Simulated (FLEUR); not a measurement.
## MnBe3: which magnetic order is lowest

Does MnBe3 prefer parallel or opposed moments?

Method: LDA (VWN); all-electron FLAPW, Dirac cores, scalar-relativistic bands, in FLEUR MaX-R8.1.

Most raw output is cut from this account.

### Step 1. Set-up

It takes space group Pm-3m (No. 221, cubic). The conventional cell has a = 3.252 Å, b = 3.252 Å, c = 3.252 Å, α = 90.00°, β = 90.00°, γ = 90.00°. Nearest to Be lie 4 Mn at 2.30 Å and 8 Be at 2.30 Å. Nearest to Mn lie 12 Be at 2.30 Å. Farther neighbours are not listed.

Structure file:

```cif
data_structure
_symmetry_space_group_name_H-M 'P 1'
_symmetry_Int_Tables_number 1
_cell_length_a 3.2517
_cell_length_b 3.2517
_cell_length_c 3.2517
_cell_angle_alpha 90.000
_cell_angle_beta 90.000
_cell_angle_gamma 90.000
_cell_volume 34.38
loop_
_atom_site_label
_atom_site_type_symbol
_atom_site_fract_x
_atom_site_fract_y
_atom_site_fract_z
_atom_site_occupancy
Be1 Be 0.00000 0.50000 0.50000 1
Be2 Be 0.50000 0.00000 0.50000 1
Be3 Be 0.50000 0.50000 0.00000 1
Mn4 Mn 0.00000 0.00000 0.00000 1
```

The cell comes from a database of computed structures and need not be the stable phase.

### Step 2. Run 1 (ferro +)

The parallel start is the test of whether parallel moments hold.

inpgen writes inp.xml from crystal.txt; cutoffs, mixing, functional, smearing and local orbitals are then set in the file. The k list default-1 (kpts.xml, not shown) is a Γ-centred 8×8×8 mesh; where the ranks do not divide the number of points, some are split in two of half the weight.

The input, inp.xml:

```
<?xml version="1.0" encoding="UTF-8" standalone="no"?>
<fleurInput fleurInputVersion="0.39">
   <comment>
      MnBe3
   </comment>
   <calculationSetup>
      <cutoffs Kmax="3.87" Gmax="11.6" GmaxXC="11.6" numbands="0"/>
      <scfLoop itmax="90" minDistance="0.00002" maxIterBroyd="15" imix="Anderson" alpha="0.05" precondParam="0.7" spinf="2.0" sdNocoIR="T"/>
      <coreElectrons ctail="T" frcor="F" kcrel="0" coretail_lmax="0"/>
      <xcFunctional name="vwn" relativisticCorrections="F"/>
      <magnetism jspins="2"/>
      <soc l_soc="F" theta="0.0" phi="0.0" spav="F"/>
      <expertModes spex="0" secvar="F"/>
      <geometryOptimization l_f="F" forcealpha="1.0" forcemix="BFGS" epsdisp="0.00001" epsforce="0.00001"/>
      <ldaU l_linMix="F" mixParam="0.05" spinf="1.0"/>
   </calculationSetup>
   <cell>
      <bzIntegration valenceElectrons="21.0" mode="hist" fermiSmearingEnergy="0.00110248">
         <kPointListSelection listName="default-1"/>
         <xi:include xmlns:xi="http://www.w3.org/2001/XInclude" href="kpts.xml"> </xi:include>
      </bzIntegration>
      <xi:include xmlns:xi="http://www.w3.org/2001/XInclude" href="sym.xml"> </xi:include>
      <bulkLattice scale="1.0">
         <bravaisMatrix>
            <row-1>    6.1449065826300515     0.0000000000000000     0.0000000000000000</row-1>
            <row-2>    0.0000000000000000     6.1449065826300515     0.0000000000000000</row-2>
            <row-3>    0.0000000000000000     0.0000000000000000     6.1449065826300515</row-3>
         </bravaisMatrix>
      </bulkLattice>
   </cell>
   <atomSpecies>
      <species name="Beryllium (Be)" element="Be" atomicNumber="4">
         <mtSphere radius="2.12" gridPoints="701" logIncrement="0.015"/>
         <atomicCutoffs lmax="8" lnonsphr="6"/>
         <electronConfig flipSpins="F">
            <coreConfig>(1s1/2)</coreConfig>
            <valenceConfig>(2s1/2)</valenceConfig>
         </electronConfig>
         <energyParameters s="2" p="2" d="3" f="4"/>
      </species>
      <species name="Manganese 3.501" element="Mn" atomicNumber="25">
         <mtSphere radius="2.12" gridPoints="701" logIncrement="0.017"/>
         <atomicCutoffs lmax="8" lnonsphr="6"/>
         <electronConfig flipSpins="F">
            <coreConfig>(1s1/2) (2s1/2) (2p1/2) (2p3/2)</coreConfig>
            <valenceConfig>(3s1/2) (3p1/2) (3p3/2) (4s1/2) (3d3/2) (3d5/2)</valenceConfig>
            <stateOccupation state="(3d3/2)" spinUp="1.2505" spinDown="0.7495"/>
            <stateOccupation state="(3d5/2)" spinUp="3.0" spinDown="0.0"/>
         </electronConfig>
         <energyParameters s="4" p="4" d="3" f="4"/>
         <lo type="SCLO" l="0" n="3" eDeriv="0"/>
         <lo type="SCLO" l="1" n="3" eDeriv="0"/>
      </species>
   </atomSpecies>
   <atomGroups>
      <atomGroup species="Beryllium (Be)">
         <relPos label="                   1">.0000000000 1.000/2.000 1.000/2.000</relPos>
         <relPos label="                   2">1.000/2.000 .0000000000 1.000/2.000</relPos>
         <relPos label="                   3">1.000/2.000 1.000/2.000 .0000000000</relPos>
         <force calculate="T" relaxXYZ="TTT"/>
      </atomGroup>
      <atomGroup species="Manganese 3.501">
         <relPos label="                   4">.0000000000 .0000000000 .0000000000</relPos>
         <force calculate="T" relaxXYZ="TTT"/>
      </atomGroup>
   </atomGroups>
   <output dos="F" band="F" slice="F">
      <bandDOS minEnergy="-.5*Htr" maxEnergy="0.5*Htr" sigma="0.015" storeEVData="T"/>
      <plotting iplot="0" polar="F">
         <plot TwoD="T" vec1="  1.0  0.0  0.0" vec2="  0.0  1.0  0.0" vec3="  0.0  0.0  1.0" zero="  0.0  0.0  0.0" file="plot"/>
      </plotting>
      <moessbauerParams electricFieldGradient="F" isomerShift="F" coreHyperfine="F" valenceHyperfine="F"/>
   </output>
</fleurInput>
```

The input, crystal.txt:

```
MnBe3
&input film=F cartesian=F /
3.25174452670  0.00000000000  0.00000000000
0.00000000000  3.25174452670  0.00000000000
0.00000000000  0.00000000000  3.25174452670
1.8897261246
1.0 1.0 1.0

4
4 0.00000000000  0.50000000000  0.50000000000
4 0.50000000000  0.00000000000  0.50000000000
4 0.50000000000  0.50000000000  0.00000000000
25 0.00000000000  0.00000000000  0.00000000000 : 3.501

&kpt div1=8 div2=8 div3=8 gamma=T /
```

Started as:

```console
$ OMP_NUM_THREADS=1 inpgen -f crystal.txt > inpgen.log  # inp.xml is then edited as shown
$ OMP_NUM_THREADS=1 mpirun -n 4 fleur_MPI > fleur.log
```

Elapsed: 16 s, on 4 MPI ranks of Intel Xeon Platinum 8488C (Sapphire Rapids), shared host; peak memory 0.22 GiB; 61 s of CPU time.

Spin moment in the muffin-tin sphere by atom:

| atom | spin moment in the muffin-tin sphere (μB) |
| --- | --- |
| Be1 | -0.028 |
| Be2 | -0.028 |
| Be3 | -0.028 |
| Mn4 | 0.903 |

Numbers from this step:

* free energy: -32664.3684 eV
* program's band gap on this mesh (in a metal only a level spacing): 0.006510 eV
* magnetization: 0.8238 μB
* final state: ferromagnetic

After 26 cycles the largest moment stands at 0.903 μB.

### Step 3. Run 2 (antiferro q=(0,0,1/2) +-)

Reversing part of the moments tests the sign of the couplings between them.

This order needs a doubled cell of 8 atoms. The mesh is halved along the doubled vector, so that both cells sample the same points. The k list default-1 (kpts.xml, not shown) is a Γ-centred 8×8×4 mesh.

Changes to inp.xml since step 2:

```diff
@@ -17,3 +17,3 @@
    <cell>
-      <bzIntegration valenceElectrons="21.0" mode="hist" fermiSmearingEnergy="0.00110248">
+      <bzIntegration valenceElectrons="42.0" mode="hist" fermiSmearingEnergy="0.00110248">
          <kPointListSelection listName="default-1"/>
@@ -26,3 +26,3 @@
             <row-2>    0.0000000000000000     6.1449065826300515     0.0000000000000000</row-2>
-            <row-3>    0.0000000000000000     0.0000000000000000     6.1449065826300515</row-3>
+            <row-3>    0.0000000000000000     0.0000000000000000    12.2898131652601030</row-3>
          </bravaisMatrix>
@@ -53,2 +53,15 @@
       </species>
+      <species name="Manganese -3.501" element="Mn" atomicNumber="25">
+         <mtSphere radius="2.12" gridPoints="701" logIncrement="0.017"/>
+         <atomicCutoffs lmax="8" lnonsphr="6"/>
+         <electronConfig flipSpins="F">
+            <coreConfig>(1s1/2) (2s1/2) (2p1/2) (2p3/2)</coreConfig>
+            <valenceConfig>(3s1/2) (3p1/2) (3p3/2) (4s1/2) (3d3/2) (3d5/2)</valenceConfig>
+            <stateOccupation state="(3d3/2)" spinUp="0.7495" spinDown="1.2505"/>
+            <stateOccupation state="(3d5/2)" spinUp="0.0" spinDown="3.0"/>
+         </electronConfig>
+         <energyParameters s="4" p="4" d="3" f="4"/>
+         <lo type="SCLO" l="0" n="3" eDeriv="0"/>
+         <lo type="SCLO" l="1" n="3" eDeriv="0"/>
+      </species>
    </atomSpecies>
@@ -56,5 +69,14 @@
       <atomGroup species="Beryllium (Be)">
-         <relPos label="                   1">.0000000000 1.000/2.000 1.000/2.000</relPos>
-         <relPos label="                   2">1.000/2.000 .0000000000 1.000/2.000</relPos>
-         <relPos label="                   3">1.000/2.000 1.000/2.000 .0000000000</relPos>
+         <relPos label="                   1">.0000000000 1.000/2.000 1.000/4.000</relPos>
+         <relPos label="                   2">.0000000000 1.000/2.000 -1.000/4.000</relPos>
+         <relPos label="                   3">1.000/2.000 .0000000000 1.000/4.000</relPos>
+         <relPos label="                   4">1.000/2.000 .0000000000 -1.000/4.000</relPos>
+         <force calculate="T" relaxXYZ="TTT"/>
+      </atomGroup>
+      <atomGroup species="Beryllium (Be)">
+         <relPos label="                   5">1.000/2.000 1.000/2.000 .0000000000</relPos>
+         <force calculate="T" relaxXYZ="TTT"/>
+      </atomGroup>
+      <atomGroup species="Beryllium (Be)">
+         <relPos label="                   6">1.000/2.000 1.000/2.000 1.000/2.000</relPos>
          <force calculate="T" relaxXYZ="TTT"/>
@@ -62,3 +84,7 @@
       <atomGroup species="Manganese 3.501">
-         <relPos label="                   4">.0000000000 .0000000000 .0000000000</relPos>
+         <relPos label="                   7">.0000000000 .0000000000 .0000000000</relPos>
+         <force calculate="T" relaxXYZ="TTT"/>
+      </atomGroup>
+      <atomGroup species="Manganese -3.501">
+         <relPos label="                   8">.0000000000 .0000000000 1.000/2.000</relPos>
          <force calculate="T" relaxXYZ="TTT"/>
```

The input, crystal.txt:

```
MnBe3
&input film=F cartesian=F /
3.25174452670  0.00000000000  0.00000000000
0.00000000000  3.25174452670  0.00000000000
0.00000000000  0.00000000000  6.50348905340
1.8897261246
1.0 1.0 1.0

8
4 0.00000000000  0.50000000000  0.25000000000
4 0.00000000000  0.50000000000  0.75000000000
4 0.50000000000  0.00000000000  0.25000000000
4 0.50000000000  0.00000000000  0.75000000000
4 0.50000000000  0.50000000000  0.00000000000
4 0.50000000000  0.50000000000  0.50000000000
25 0.00000000000  0.00000000000  0.00000000000 : 3.501
25 0.00000000000  0.00000000000  0.50000000000 : -3.501

&kpt div1=8 div2=8 div3=4 gamma=T /
```

Wall time 75 s (4 MPI ranks); peak memory 0.36 GiB.

Spin moment in the muffin-tin sphere by atom:

| atom | spin moment in the muffin-tin sphere (μB) |
| --- | --- |
| Be1 | 0.000 |
| Be2 | 0.000 |
| Be3 | 0.000 |
| Be4 | 0.000 |
| Be5 | -0.032 |
| Be6 | 0.032 |
| Mn7 | 0.820 |
| Mn8 | -0.820 |

Numbers from this step:

| Item | Value |
| --- | --- |
| free energy | -65328.6873 eV |
| program's band gap on this mesh (in a metal only a level spacing) | 2.30e-9 eV |
| magnetization | 0 μB |
| final state | antiferromagnetic |

It lies 24.8 meV a seeded atom over the first start, and its largest moment is 0.820 μB against 0.903 μB.

### Step 4. Start 3: antiferro q=(1/2,1/2,1/2) +-

An opposed order shows whether neighbours prefer unlike signs.

The cell is doubled to 8 atoms to hold this order. The mesh is halved along the doubled vector, so that both cells sample the same points. The k list default-1 (kpts.xml, not shown) is a Γ-centred 4×8×8 mesh.

Changes to inp.xml since step 3:

```diff
@@ -24,5 +24,5 @@
          <bravaisMatrix>
-            <row-1>    6.1449065826300515     0.0000000000000000     0.0000000000000000</row-1>
-            <row-2>    0.0000000000000000     6.1449065826300515     0.0000000000000000</row-2>
-            <row-3>    0.0000000000000000     0.0000000000000000    12.2898131652601030</row-3>
+            <row-1>   12.2898131652601030     0.0000000000000000     0.0000000000000000</row-1>
+            <row-2>    6.1449065826300515     6.1449065826300515     0.0000000000000000</row-2>
+            <row-3>    6.1449065826300515     0.0000000000000000     6.1449065826300515</row-3>
          </bravaisMatrix>
@@ -69,6 +69,4 @@
       <atomGroup species="Beryllium (Be)">
-         <relPos label="                   1">.0000000000 1.000/2.000 1.000/4.000</relPos>
-         <relPos label="                   2">.0000000000 1.000/2.000 -1.000/4.000</relPos>
-         <relPos label="                   3">1.000/2.000 .0000000000 1.000/4.000</relPos>
-         <relPos label="                   4">1.000/2.000 .0000000000 -1.000/4.000</relPos>
+         <relPos label="                   1">1.000/2.000 1.000/2.000 1.000/2.000</relPos>
+         <relPos label="                   2">.0000000000 1.000/2.000 1.000/2.000</relPos>
          <force calculate="T" relaxXYZ="TTT"/>
@@ -76,7 +74,6 @@
       <atomGroup species="Beryllium (Be)">
-         <relPos label="                   5">1.000/2.000 1.000/2.000 .0000000000</relPos>
-         <force calculate="T" relaxXYZ="TTT"/>
-      </atomGroup>
-      <atomGroup species="Beryllium (Be)">
-         <relPos label="                   6">1.000/2.000 1.000/2.000 1.000/2.000</relPos>
+         <relPos label="                   3">.0000000000 .0000000000 1.000/2.000</relPos>
+         <relPos label="                   4">1.000/2.000 .0000000000 1.000/2.000</relPos>
+         <relPos label="                   5">.0000000000 1.000/2.000 .0000000000</relPos>
+         <relPos label="                   6">1.000/2.000 1.000/2.000 .0000000000</relPos>
          <force calculate="T" relaxXYZ="TTT"/>
@@ -88,3 +85,3 @@
       <atomGroup species="Manganese -3.501">
-         <relPos label="                   8">.0000000000 .0000000000 1.000/2.000</relPos>
+         <relPos label="                   8">1.000/2.000 .0000000000 .0000000000</relPos>
          <force calculate="T" relaxXYZ="TTT"/>
```

The input, crystal.txt:

```
MnBe3
&input film=F cartesian=F /
6.50348905340  0.00000000000  0.00000000000
3.25174452670  3.25174452670  0.00000000000
3.25174452670  0.00000000000  3.25174452670
1.8897261246
1.0 1.0 1.0

8
4 0.50000000000  0.50000000000  0.50000000000
4 0.00000000000  0.50000000000  0.50000000000
4 0.00000000000  0.00000000000  0.50000000000
4 0.50000000000  0.00000000000  0.50000000000
4 0.00000000000  0.50000000000  0.00000000000
4 0.50000000000  0.50000000000  0.00000000000
25 0.00000000000  0.00000000000  0.00000000000 : 3.501
25 0.50000000000  0.00000000000  0.00000000000 : -3.501

&kpt div1=4 div2=8 div3=8 gamma=T /
```

Elapsed: 87 s, on 4 MPI ranks; peak memory 0.34 GiB.

The spin moment in the muffin-tin sphere vanishes on all atoms.

This step gave:

```
free energy                                                       : -65328.6035 eV
program's band gap on this mesh (in a metal only a level spacing) : 4.42e-8 eV
final state                                                       : non-magnetic
```

It lies 66.7 meV a seeded atom over the first start.

(Continued in part 2 of 2.)

[Logs and program files are shortened in this print: banners, set-up blocks, solver, clock and traceback lines can be left out without a mark of their own.]

[Logs are printed without paths, hosts, clocks, repeated set-up lines and the standing remarks that a program may print on its own settings, such as how far it seeks lower states.]

[Hosts, paths, dates, database ids (printed as entryN), source tags and the programs' standing remarks are cut or masked in the printed files.]

[Where a cell is said to come from a database of computed structures, the database is the Materials Project.]
